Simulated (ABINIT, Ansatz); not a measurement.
# A GW chain in ABINIT: CsPbI2Br (P4/mmm), part 2 of 3

How does a plane-wave GW calculation on CsPbI2Br (P4/mmm) run from the first input to the gap?

ABINIT 10.8.3; PBE and many-body steps on it, plane waves. Known limits of the many-body steps: not at the basis limit; no spin-orbit coupling; coarse k mesh.

So far. Step 2 (Ground state): The gap is direct, at (0.500, 0.500, 0.500).

## (3) Bands along the symmetry lines

Level of this step: DFT, PBE, plane waves, norm-conserving pseudopotentials (ABINIT).

The cheap functional maps the bands first; the places of the edges decide which points the dearer methods must see.

Contents of run.abi:

```
acell 3*1.0 Angstrom
rprim 
  6.375296000000 0.000000000000 0.000000000000
  0.000000000000 6.375296000000 0.000000000000
  0.000000000000 0.000000000000 5.962220000000
ntypat 4
znucl 55 82 53 35
natom 5
typat 1 2 3 3 4
xred 
  0.500000000000 0.500000000000 0.500000000000
  0.000000000000 0.000000000000 0.000000000000
  0.000000000000 0.500000000000 0.000000000000
  0.500000000000 0.000000000000 0.000000000000
  0.000000000000 0.000000000000 0.500000000000
pp_dirpath "pseudos"
pseudos "Cs.upf, Pb.upf, I.upf, Br.upf"
ecut 34
iscf -2
irdden 1
kptopt 0
nkpt 75
kpt 
  0.00000000 0.00000000 0.00000000
  0.00000000 0.06250000 0.00000000
  0.00000000 0.12500000 0.00000000
  0.00000000 0.18750000 0.00000000
  0.00000000 0.25000000 0.00000000
  0.00000000 0.31250000 0.00000000
  0.00000000 0.37500000 0.00000000
  0.00000000 0.43750000 0.00000000
  0.00000000 0.50000000 0.00000000
  0.06250000 0.50000000 0.00000000
  0.12500000 0.50000000 0.00000000
  0.18750000 0.50000000 0.00000000
  0.25000000 0.50000000 0.00000000
  0.31250000 0.50000000 0.00000000
  0.37500000 0.50000000 0.00000000
  0.43750000 0.50000000 0.00000000
  0.50000000 0.50000000 0.00000000
  0.43750000 0.43750000 0.00000000
  0.37500000 0.37500000 0.00000000
  0.31250000 0.31250000 0.00000000
  0.25000000 0.25000000 0.00000000
  0.18750000 0.18750000 0.00000000
  0.12500000 0.12500000 0.00000000
  0.06250000 0.06250000 0.00000000
  0.00000000 0.00000000 0.00000000
  0.00000000 0.00000000 0.06250000
  0.00000000 0.00000000 0.12500000
  0.00000000 0.00000000 0.18750000
  0.00000000 0.00000000 0.25000000
  0.00000000 0.00000000 0.31250000
  0.00000000 0.00000000 0.37500000
  0.00000000 0.00000000 0.43750000
  0.00000000 0.00000000 0.50000000
  0.00000000 0.06250000 0.50000000
  0.00000000 0.12500000 0.50000000
  0.00000000 0.18750000 0.50000000
  0.00000000 0.25000000 0.50000000
  0.00000000 0.31250000 0.50000000
  0.00000000 0.37500000 0.50000000
  0.00000000 0.43750000 0.50000000
  0.00000000 0.50000000 0.50000000
  0.06250000 0.50000000 0.50000000
  0.12500000 0.50000000 0.50000000
  0.18750000 0.50000000 0.50000000
  0.25000000 0.50000000 0.50000000
  0.31250000 0.50000000 0.50000000
  0.37500000 0.50000000 0.50000000
  0.43750000 0.50000000 0.50000000
  0.50000000 0.50000000 0.50000000
  0.43750000 0.43750000 0.50000000
  0.37500000 0.37500000 0.50000000
  0.31250000 0.31250000 0.50000000
  0.25000000 0.25000000 0.50000000
  0.18750000 0.18750000 0.50000000
  0.12500000 0.12500000 0.50000000
  0.06250000 0.06250000 0.50000000
  0.00000000 0.00000000 0.50000000
  0.00000000 0.50000000 0.00000000
  0.00000000 0.50000000 0.06250000
  0.00000000 0.50000000 0.12500000
  0.00000000 0.50000000 0.18750000
  0.00000000 0.50000000 0.25000000
  0.00000000 0.50000000 0.31250000
  0.00000000 0.50000000 0.37500000
  0.00000000 0.50000000 0.43750000
  0.00000000 0.50000000 0.50000000
  0.50000000 0.50000000 0.00000000
  0.50000000 0.50000000 0.06250000
  0.50000000 0.50000000 0.12500000
  0.50000000 0.50000000 0.18750000
  0.50000000 0.50000000 0.25000000
  0.50000000 0.50000000 0.31250000
  0.50000000 0.50000000 0.37500000
  0.50000000 0.50000000 0.43750000
  0.50000000 0.50000000 0.50000000
istwfk *1
nband 56
nbdbuf 2
tolwfr 1e-08
nstep 40
prtwf 0
prtvol 0
indata_prefix "in"
outdata_prefix "out"
tmpdata_prefix "tmp"
```

Launch:

```
OMP_NUM_THREADS=1 mpirun -n 8 abinit run.abi > log
```

Numbers of over 12 decimals in the logs are rounded to 6 here.

What it wrote:

```text
.Version 10.8.3 of ABINIT. v10.8.2 released Aug 2026.

 Symmetries : space group P4/m m m (#123); Bravais tP (primitive tetrag.)
[... echo of the input left out ...]
== DATASET  1 ==================================================================
-   mpi_nproc: 8, omp_nthreads: 1 (-1 if OMP is not activated)

--- !DatasetInfo
iteration_state: {dtset: 1, }
dimensions: {natom: 5, nkpt: 75, mband: 56, nsppol: 1, nspinor: 1, nspden: 1, mpw: 15544, }
cutoff_energies: {ecut:  34.0, pawecutdg:  -1.0, }
electrons: {nelect:   9.80000000E+01, charge:   0.00000000E+00, occopt:   1.00000000E+00, tsmear:   1.00000000E-02, }

 Real(R)+Recip(G) space primitive vectors, cartesian coordinates (Bohr,Bohr^-1):
 R(1)= 12.0475634  0.0000000  0.0000000  G(1)=  0.0830043  0.0000000  0.0000000
 R(2)=  0.0000000 12.0475634  0.0000000  G(2)=  0.0000000  0.0830043  0.0000000
 R(3)=  0.0000000  0.0000000 11.2669629  G(3)=  0.0000000  0.0000000  0.0887551
 Unit cell volume ucvol=  1.6353296E+03 bohr^3
 Angles (23,13,12)=  9.00000000E+01  9.00000000E+01  9.00000000E+01 degrees

 getcut: wavevector=  0.0000  0.0000  0.0000  ngfft=  64  64  60
         ecut(hartree)=     34.000   => boxcut(ratio)=   2.02384

--- Pseudopotential description ------------------------------------------------
- Cs Generated using ONCVPSP code by D. R. Hamann
- 55.00000   9.00000  171031                  znucl, zion, pspdat
12 -101130 3 -1 2414                          pspcod,pspxc,lmax,lloc,mmax
     nproj     2     2     2     2
  pspatm : epsatm=   22.81663564
         --- l  ekb(1:nproj) -->
             0    6.176104    0.756334
             1    6.263084    0.786397
             2    3.737592    0.906929
[...]
pspatm: atomic psp has been read  and splines computed

- Pb Generated using ONCVPSP code by D. R. Hamann
- 82.00000  22.00000  220131                  znucl, zion, pspdat
12 -101130 3 -1 1692                          pspcod,pspxc,lmax,lloc,mmax
     nproj     2     2     2     1
  pspatm : epsatm=   27.21822286
         --- l  ekb(1:nproj) -->
[...]
3    9.337611
 pspatm: atomic psp has been read  and splines computed

- I Generated using ONCVPSP code by D. R. Hamann
- 53.00000  25.00000  220131                  znucl, zion, pspdat
12 -101130 3 -1 1188                          pspcod,pspxc,lmax,lloc,mmax
     nproj     2     2     2     2
  pspatm : epsatm=   25.72445091
         --- l  ekb(1:nproj) -->
[...]
pspatm: atomic psp has been read  and splines computed

- Br Generated using ONCVPSP code by D. R. Hamann
- 35.00000  17.00000  171031                  znucl, zion, pspdat
12 -101130 2 -1 1098                          pspcod,pspxc,lmax,lloc,mmax
     nproj     2     2     2     0
  pspatm : epsatm=   32.00824270
         --- l  ekb(1:nproj) -->
[...]
pspatm: atomic psp has been read  and splines computed

[...]
2.7489E-01  2.7923E-01
 Non-SCF case, kpt   75 (  0.50000  0.50000  0.50000), residuals and eigenvalues=
[...]
9.3537E-03  2.4756E-02  3.6109E-02  5.1168E-02  5.1168E-02  5.6194E-02
  8.7920E-02  1.4249E-01  1.4249E-01  1.4902E-01  2.4229E-01  2.7423E-01
  2.7423E-01  2.7836E-01

--- !ResultsGS
iteration_state: {dtset: 1, }
comment   : Summary of ground state results
lattice_vectors:
- [ 12.0475634,   0.0000000,   0.0000000, ]
- [  0.0000000,  12.0475634,   0.0000000, ]
- [  0.0000000,   0.0000000,  11.2669629, ]
lattice_lengths: [  12.04756,   12.04756,   11.26696, ]
lattice_angles: [ 90.000,  90.000,  90.000, ] # degrees, (23, 13, 12)
lattice_volume:   1.6353296E+03
convergence: {deltae:  0.000E+00, res2:  0.000E+00, residm:  9.993E-09, diffor:  0.000E+00, }
etotal    :  -9.93789175E+02
entropy   :   0.00000000E+00
fermie    :   8.79201502E-02
cartesian_stress_tensor: null
pressure_GPa: null
xred      :
- [  5.0000E-01,   5.0000E-01,   5.0000E-01, Cs]
- [  0.0000E+00,   0.0000E+00,   0.0000E+00, Pb]
- [  0.0000E+00,   5.0000E-01,   0.0000E+00,  I]
- [  5.0000E-01,   0.0000E+00,   0.0000E+00,  I]
- [  0.0000E+00,   0.0000E+00,   5.0000E-01, Br]
cartesian_forces: null
force_length_stats: {min: null, max: null, mean: null, }

 Integrated electronic density in atomic spheres:
 ------------------------------------------------
 Atom  Sphere_radius  Integrated_density
[...]
================================================================================

 ----iterations are completed or convergence reached----

 Mean square residual over all n,k,spin=   63.827E-10; max=  99.929E-10
 reduced coordinates (array xred) for    5 atoms
[...]
0.500000000000      0.000000000000      0.000000000000
       0.000000000000      0.000000000000      0.500000000000

 cartesian coordinates (angstrom) at end:
    1      3.187648     3.187648     2.981110
    2      0.000000     0.000000     0.000000
    3      0.000000     3.187648     0.000000
    4      3.187648     0.000000     0.000000
    5      0.000000     0.000000     2.981110
 length scales=  1.889726125908  1.889726125908  1.889726125908 bohr
              =  1.000000000000  1.000000000000  1.000000000000 angstroms
 prteigrs : about to open file out_EIG
 Eigenvalues (hartree) for nkpt=  75  k points:
 kpt#   1, nband= 56, wtk=  1.00000, kpt=  0.0000  0.0000  0.0000 (reduced coord)
[...]
kpt#   2, nband= 56, wtk=  1.00000, kpt=  0.0000  0.0625  0.0000 (reduced coord)
[...]
kpt#   3, nband= 56, wtk=  1.00000, kpt=  0.0000  0.1250  0.0000 (reduced coord)
[...]
kpt#  74, nband= 56, wtk=  1.00000, kpt=  0.5000  0.5000  0.4375 (reduced coord)
[...]
kpt#  75, nband= 56, wtk=  1.00000, kpt=  0.5000  0.5000  0.5000 (reduced coord)
[...]
0.00519    0.00519    0.00935    0.02476    0.03611    0.05117    0.05117    0.05619
   0.08792    0.14249    0.14249    0.14902    0.24229    0.27423    0.27423    0.27836

== END DATASET(S) ==============================================================
================================================================================

 -outvars: echo values of variables after computation  --------
            nband          56
             nkpt          75
          spgroup         123
 [... the other variables as echoed above ...]

 Calculation completed.
```

Wall time 4.1 min (8 MPI ranks of Intel Xeon 6975P-C (Granite Rapids), shared host); peak memory 1.8 GiB; 33 min of CPU time.

Numbers from this step:

| Quantity | Value |
| --- | --- |
| gap | 1.485 eV |
| k of the valence top | 0.5, 0.5, 0.5 |
| k of the conduction bottom | 0.5, 0.5, 0.5 |
| least direct gap | 1.485 eV |

The gap is 1.485 eV, as in the run before at this level.

The electronic bands at the labelled points (eV, zero at the top of the highest filled band):

| point | band 46 | band 47 | band 48 | band 49 | band 50 | band 51 | band 52 | band 53 |
| --- | --- | --- | --- | --- | --- | --- | --- | --- |
| Γ | -1.31 | -1.30 | -1.27 | -1.27 | 3.16 | 4.06 | 4.46 | 4.66 |
| halfway | -1.39 | -1.39 | -1.34 | -1.31 | 3.67 | 3.87 | 4.44 | 4.72 |
| X | -1.53 | -1.47 | -1.36 | -0.94 | 2.27 | 4.43 | 5.00 | 5.01 |
| halfway | -1.50 | -1.45 | -1.12 | -0.86 | 2.11 | 3.56 | 4.80 | 4.95 |
| M | -1.53 | -1.42 | -0.89 | -0.50 | 1.93 | 1.93 | 4.80 | 5.31 |
| halfway | -1.42 | -1.41 | -1.36 | -1.13 | 3.67 | 3.69 | 4.16 | 4.66 |
| Γ | -1.31 | -1.30 | -1.27 | -1.27 | 3.16 | 4.06 | 4.46 | 4.66 |
| halfway | -1.43 | -1.40 | -1.32 | -1.32 | 3.78 | 4.17 | 4.50 | 4.89 |
| Z | -1.50 | -1.36 | -1.36 | -1.16 | 2.56 | 4.89 | 4.90 | 5.18 |
| halfway | -1.49 | -1.43 | -1.24 | -0.99 | 2.36 | 3.56 | 4.91 | 5.09 |
| R | -1.66 | -1.63 | -1.03 | -0.50 | 1.90 | 2.15 | 4.82 | 5.15 |
| halfway | -1.27 | -1.15 | -1.01 | -0.42 | 1.71 | 1.92 | 3.26 | 4.59 |
| A | -1.00 | -1.00 | -0.86 | 0.00 | 1.48 | 1.48 | 1.66 | 4.20 |
| halfway | -1.37 | -1.17 | -1.15 | -0.94 | 2.14 | 3.38 | 3.40 | 4.79 |
| Z | -1.50 | -1.36 | -1.36 | -1.16 | 2.56 | 4.89 | 4.90 | 5.18 |
| jump to X | -1.53 | -1.47 | -1.36 | -0.94 | 2.27 | 4.43 | 5.00 | 5.01 |
| halfway | -1.59 | -1.43 | -1.20 | -0.84 | 2.09 | 3.76 | 4.84 | 4.94 |
| R | -1.66 | -1.63 | -1.03 | -0.50 | 1.90 | 2.15 | 4.82 | 5.15 |
| jump to M | -1.53 | -1.42 | -0.89 | -0.50 | 1.93 | 1.93 | 4.80 | 5.31 |
| halfway | -1.23 | -1.23 | -0.87 | -0.40 | 1.72 | 1.72 | 3.29 | 4.69 |
| A | -1.00 | -1.00 | -0.86 | 0.00 | 1.48 | 1.48 | 1.66 | 4.20 |

## (4) Empty states on the mesh, 2×2×2 mesh, 235 bands

The sums over transitions need many empty states on a uniform mesh; this step solves for them.

Contents of run.abi:

```
acell 3*1.0 Angstrom
rprim 
  6.375296000000 0.000000000000 0.000000000000
  0.000000000000 6.375296000000 0.000000000000
  0.000000000000 0.000000000000 5.962220000000
ntypat 4
znucl 55 82 53 35
natom 5
typat 1 2 3 3 4
xred 
  0.500000000000 0.500000000000 0.500000000000
  0.000000000000 0.000000000000 0.000000000000
  0.000000000000 0.500000000000 0.000000000000
  0.500000000000 0.000000000000 0.000000000000
  0.000000000000 0.000000000000 0.500000000000
pp_dirpath "pseudos"
pseudos "Cs.upf, Pb.upf, I.upf, Br.upf"
ecut 34
ngkpt 2 2 2
nshiftk 1
shiftk 0 0 0
kptopt 1
chksymbreak 0
iscf -2
irdden 1
istwfk *1
nband 235
nbdbuf 20
tolwfr 1e-09
nstep 60
prtvol 0
indata_prefix "in"
outdata_prefix "out"
tmpdata_prefix "tmp"
```

What it wrote:

```text
.Version 10.8.3 of ABINIT. v10.8.2 released Aug 2026.

 Symmetries : space group P4/m m m (#123); Bravais tP (primitive tetrag.)
[... echo of the input left out ...]
== DATASET  1 ==================================================================
-   mpi_nproc: 8, omp_nthreads: 1 (-1 if OMP is not activated)
-    --> not optimal distribution: autoparal keyword recommended in input file <--

--- !DatasetInfo
iteration_state: {dtset: 1, }
dimensions: {natom: 5, nkpt: 6, mband: 235, nsppol: 1, nspinor: 1, nspden: 1, mpw: 15544, }
cutoff_energies: {ecut:  34.0, pawecutdg:  -1.0, }
electrons: {nelect:   9.80000000E+01, charge:   0.00000000E+00, occopt:   1.00000000E+00, tsmear:   1.00000000E-02, }

 Real(R)+Recip(G) space primitive vectors, cartesian coordinates (Bohr,Bohr^-1):
 R(1)= 12.0475634  0.0000000  0.0000000  G(1)=  0.0830043  0.0000000  0.0000000
 R(2)=  0.0000000 12.0475634  0.0000000  G(2)=  0.0000000  0.0830043  0.0000000
 R(3)=  0.0000000  0.0000000 11.2669629  G(3)=  0.0000000  0.0000000  0.0887551
 Unit cell volume ucvol=  1.6353296E+03 bohr^3
 Angles (23,13,12)=  9.00000000E+01  9.00000000E+01  9.00000000E+01 degrees

 getcut: wavevector=  0.0000  0.0000  0.0000  ngfft=  64  64  60
         ecut(hartree)=     34.000   => boxcut(ratio)=   2.02384

--- Pseudopotential description ------------------------------------------------
- Cs Generated using ONCVPSP code by D. R. Hamann
- 55.00000   9.00000  171031                  znucl, zion, pspdat
12 -101130 3 -1 2414                          pspcod,pspxc,lmax,lloc,mmax
     nproj     2     2     2     2
  pspatm : epsatm=   22.81663564
         --- l  ekb(1:nproj) -->
             0    6.176104    0.756334
             1    6.263084    0.786397
             2    3.737592    0.906929
[...]
pspatm: atomic psp has been read  and splines computed

- Pb Generated using ONCVPSP code by D. R. Hamann
- 82.00000  22.00000  220131                  znucl, zion, pspdat
12 -101130 3 -1 1692                          pspcod,pspxc,lmax,lloc,mmax
     nproj     2     2     2     1
  pspatm : epsatm=   27.21822286
         --- l  ekb(1:nproj) -->
[...]
3    9.337611
 pspatm: atomic psp has been read  and splines computed

- I Generated using ONCVPSP code by D. R. Hamann
- 53.00000  25.00000  220131                  znucl, zion, pspdat
12 -101130 3 -1 1188                          pspcod,pspxc,lmax,lloc,mmax
     nproj     2     2     2     2
  pspatm : epsatm=   25.72445091
         --- l  ekb(1:nproj) -->
[...]
pspatm: atomic psp has been read  and splines computed

- Br Generated using ONCVPSP code by D. R. Hamann
- 35.00000  17.00000  171031                  znucl, zion, pspdat
12 -101130 2 -1 1098                          pspcod,pspxc,lmax,lloc,mmax
     nproj     2     2     2     0
  pspatm : epsatm=   32.00824270
         --- l  ekb(1:nproj) -->
[...]
Non-SCF case, kpt    1 (  0.00000  0.00000  0.00000), residuals and eigenvalues=
  9.56E-10  2.90E-10  5.24E-10  1.39E-10  1.34E-10  2.35E-10  2.40E-10  1.59E-10
  2.01E-10  8.12E-10  9.66E-10  6.54E-10  4.80E-10  5.59E-10  5.93E-10  4.26E-10
  3.98E-10  1.67E-10  1.66E-10  2.21E-10  2.44E-10  3.31E-10  2.61E-10  2.04E-10
[...]
-6.3550E+00 -6.3550E+00 -5.0411E+00 -4.3988E+00 -4.3988E+00 -4.3956E+00
 -4.3956E+00 -4.3954E+00 -4.3954E+00 -2.8984E+00 -2.8984E+00 -2.8981E+00
 -2.1167E+00 -2.1150E+00 -2.1150E+00 -2.1105E+00 -2.1105E+00 -1.5268E+00
[...]
1.6050E+00  1.6081E+00  1.6081E+00  1.6127E+00  1.6227E+00  1.6227E+00
  1.6318E+00  1.6318E+00  1.6319E+00  1.6365E+00  1.6658E+00  1.6663E+00
  1.6794E+00
 prteigrs : prtvol=0 or 1, do not print more k-points.

--- !ResultsGS
iteration_state: {dtset: 1, }
comment   : Summary of ground state results
lattice_vectors:
- [ 12.0475634,   0.0000000,   0.0000000, ]
- [  0.0000000,  12.0475634,   0.0000000, ]
- [  0.0000000,   0.0000000,  11.2669629, ]
lattice_lengths: [  12.04756,   12.04756,   11.26696, ]
lattice_angles: [ 90.000,  90.000,  90.000, ] # degrees, (23, 13, 12)
lattice_volume:   1.6353296E+03
convergence: {deltae:  0.000E+00, res2:  0.000E+00, residm:  9.952E-10, diffor:  0.000E+00, }
etotal    :  -9.93789175E+02
entropy   :   0.00000000E+00
fermie    :   8.79201502E-02
cartesian_stress_tensor: null
pressure_GPa: null
xred      :
- [  5.0000E-01,   5.0000E-01,   5.0000E-01, Cs]
- [  0.0000E+00,   0.0000E+00,   0.0000E+00, Pb]
- [  0.0000E+00,   5.0000E-01,   0.0000E+00,  I]
- [  5.0000E-01,   0.0000E+00,   0.0000E+00,  I]
- [  0.0000E+00,   0.0000E+00,   5.0000E-01, Br]
cartesian_forces: null
force_length_stats: {min: null, max: null, mean: null, }

 Integrated electronic density in atomic spheres:
 ------------------------------------------------
 Atom  Sphere_radius  Integrated_density
[...]
================================================================================

 ----iterations are completed or convergence reached----

 Mean square residual over all n,k,spin=   52.922E-11; max=  99.515E-11
 reduced coordinates (array xred) for    5 atoms
[...]
0.000000000000      0.000000000000      0.500000000000

 cartesian coordinates (angstrom) at end:
    1      3.187648     3.187648     2.981110
    2      0.000000     0.000000     0.000000
    3      0.000000     3.187648     0.000000
    4      3.187648     0.000000     0.000000
    5      0.000000     0.000000     2.981110
 length scales=  1.889726125908  1.889726125908  1.889726125908 bohr
              =  1.000000000000  1.000000000000  1.000000000000 angstroms
 prteigrs : about to open file out_EIG
 Eigenvalues (hartree) for nkpt=   6  k points:
 kpt#   1, nband=235, wtk=  0.12500, kpt=  0.0000  0.0000  0.0000 (reduced coord)
[...]
1.54407    1.54407    1.57203    1.57739    1.59446    1.60334    1.60496    1.60808
   1.60808    1.61266    1.62272    1.62272    1.63180    1.63181    1.63188    1.63655
   1.66579    1.66634    1.67943
 prteigrs : prtvol=0 or 1, do not print more k-points.

== END DATASET(S) ==============================================================
================================================================================

 -outvars: echo values of variables after computation  --------
            nband         235
             nkpt           6
          spgroup         123
 [... the other variables as echoed above ...]

 Calculation completed.
```

Wall time 3.8 min (8 MPI ranks); peak memory 1.1 GiB; 31 min of CPU time.

Numbers from this step:

```
gap                                                           : 1.485 eV
k of the valence top                                          : 0.5, 0.5, 0.5
k of the conduction bottom                                    : 0.5, 0.5, 0.5
least direct gap                                              : 1.485 eV
k points computed                                             : 6
lowest point of the top converged band, above the valence top : 39.59 eV
```

On this mesh the gap is 1.485 eV.

[end of part 2 of 3]

[Paths, hosts, dates, memory and timing lines, banners, echoed tables and standing remarks are left out of the program output.]

[Logs are printed without paths, hosts, clocks, repeated set-up lines and the standing remarks that a program may print on its own settings, such as how far it seeks lower states.]

[Runs of the session that timed out or met a known fault of the program may be left out.]

[Hosts, paths, dates, database ids (printed as entryN), source tags and the programs' standing remarks are cut or masked in the printed files.]

[G0W0 gaps are taken among the corrected bands and points alone; a level outside them can change the order at an edge.]

[Where Ansatz stands beside ABINIT at settings called matched, ABINIT's density can come from a denser mesh and the files from another edition; pairs whose starting gaps differed by over 0.03 eV were left out, so agreement reads better than it is.]
